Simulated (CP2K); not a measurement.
2-boryloxazole has these distinct C atoms: C2 (bonded to B, N and O), C4 (bonded to C, N and H) and C5 (bonded to C, O and H).

```xyz
10

B     2.0892    0.0736   -0.0284
C     0.5738   -0.0614   -0.0025
N    -0.1677   -1.1564    0.0951
C    -1.4741   -0.7390    0.0773
C    -1.5064    0.6312   -0.0348
O    -0.2367    1.0918   -0.0878
H     2.5930    1.1515   -0.1169
H     2.7362   -0.9255    0.0424
H    -2.3060   -1.4325    0.1441
H    -2.3013    1.3667   -0.0885
```

Their partial C K spectra (CP2K XAS_TDP, all-electron GAPW, PBEh(45%), aug-cc-pVDZ, TDA, GW2X-corrected core level, no relativity) are given in random order, each times the number of alike atoms.

Gaussian full width 0.5 eV, oscillator strength per eV, alike atoms added, rows of zeros left out:

| E (eV) | curve 1 | curve 2 | curve 3 |
| --- | --- | --- | --- |
| 286.75 | 0.000 | 0.001 | 0.000 |
| 287.00 | 0.000 | 0.011 | 0.000 |
| 287.25 | 0.002 | 0.042 | 0.000 |
| 287.50 | 0.026 | 0.040 | 0.000 |
| 287.75 | 0.083 | 0.010 | 0.001 |
| 288.00 | 0.068 | 0.001 | 0.015 |
| 288.25 | 0.014 | 0.000 | 0.073 |
| 288.50 | 0.001 | 0.000 | 0.095 |
| 288.75 | 0.000 | 0.000 | 0.033 |
| 289.00 | 0.000 | 0.000 | 0.003 |
| 289.75 | 0.000 | 0.002 | 0.000 |
| 290.00 | 0.000 | 0.020 | 0.000 |
| 290.25 | 0.000 | 0.062 | 0.000 |
| 290.50 | 0.002 | 0.050 | 0.001 |
| 290.75 | 0.011 | 0.010 | 0.010 |
| 291.00 | 0.017 | 0.001 | 0.019 |
| 291.25 | 0.008 | 0.000 | 0.010 |
| 291.50 | 0.013 | 0.007 | 0.002 |
| 291.75 | 0.029 | 0.038 | 0.004 |
| 292.00 | 0.018 | 0.058 | 0.008 |
| 292.25 | 0.010 | 0.035 | 0.009 |
| 292.50 | 0.022 | 0.031 | 0.011 |
| 292.75 | 0.018 | 0.021 | 0.012 |
| 293.00 | 0.009 | 0.015 | 0.005 |
| 293.25 | 0.012 | 0.014 | 0.007 |
| 293.50 | 0.024 | 0.009 | 0.023 |
| 293.75 | 0.018 | 0.003 | 0.034 |
| 294.00 | 0.008 | 0.002 | 0.024 |
| 294.25 | 0.015 | 0.004 | 0.027 |
| 294.50 | 0.029 | 0.006 | 0.028 |
| 294.75 | 0.025 | 0.011 | 0.011 |
| 295.00 | 0.024 | 0.012 | 0.007 |
| 295.25 | 0.020 | 0.008 | 0.011 |
| 295.50 | 0.009 | 0.010 | 0.007 |
| 295.75 | 0.004 | 0.015 | 0.004 |
| 296.00 | 0.004 | 0.017 | 0.007 |
| 296.25 | 0.006 | 0.011 | 0.007 |
| 296.50 | 0.005 | 0.005 | 0.006 |
| 296.75 | 0.006 | 0.006 | 0.003 |
| 297.00 | 0.007 | 0.006 | 0.001 |
| 297.25 | 0.006 | 0.003 | 0.006 |

Which curve belongs to which atom?

Curve 1: C5 (bonded to C, O and H), leading line at 287.84 eV (f = 0.049 an atom), ionisation energy 293.98 eV, term value 6.14 eV. Curve 2: C2 (bonded to B, N and O), leading line at 287.37 eV (f = 0.026 an atom), ionisation energy 293.69 eV, term value 6.32 eV. Curve 3: C4 (bonded to C, N and H), leading line at 288.43 eV (f = 0.050 an atom), ionisation energy 292.97 eV, term value 4.54 eV. The leading line of an atom is its first one with 35 % of the strongest within 2.5 eV of its lowest line over the strength cut. A line lies at the core ionisation energy, which rises as an atom loses charge to its neighbours or to a π system, less the term value, which is large for a low π* or σ* orbital with weight on that atom.

[Banner, clock and machine lines of the logs are left out without a mark of their own.]

[Logs are printed without paths, hosts, clocks, repeated set-up lines and the standing remarks that a program may print on its own settings, such as how far it seeks lower states.]

[Hosts, paths, dates, database ids (printed as entryN), source tags and the programs' standing remarks are cut or masked in the printed files.]
